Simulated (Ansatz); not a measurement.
# A thicker film of ZnS (10-10) from two thinner ones

In a field along its normal an insulating film takes a dipole p. Written as a length, p/(ε₀AE), it should grow by 1 − 1/ε for each ångström added.

How it was computed: Ansatz 0.2.0, plane waves with PAW datasets (its set soft_2), PBE; wurtzite films relaxed at a bulk in-plane lattice constant near the measured one, then held in weak fields of both signs with a dipole correction (A is the cell's area, E the outer field).

```
    run  distance between the outer atoms (Å)  p/(ε₀AE) (Å)
3 units                                 8.180         8.496
4 units                                11.513        11.269
6 units                                18.201             ?
```

Q: Estimate the withheld value from the rows shown.

Two rows fix a line: slope = (11.269 − 8.496) / (11.513 − 8.180) = 0.8320, intercept 1.6902. That slope means ε = 1/(1 − 0.8320) = 5.95. At 18.201 it gives 0.8320 × 18.201 + 1.6902 = 16.833 Å, beyond the rows fitted. Rounding of the rows alone allows about ±0.005 Å there; two rows can't show whether the line holds.

The run itself gives 16.820 Å: a miss of −0.013 Å, or 0.1 % of the value. The length is met to within 1 %, though ε is more sensitive than the length: the two thickest films give ε = 5.88.

Caveats: This is the electronic response alone. A unit is one step of the cut along the normal (a plane, a pair of planes or a cell), and the layers relax along it, away from their bulk spacing where the functional's lattice constant differs from the one held.

[Logs are printed without paths, hosts, clocks, repeated set-up lines and the standing remarks that a program may print on its own settings, such as how far it seeks lower states.]
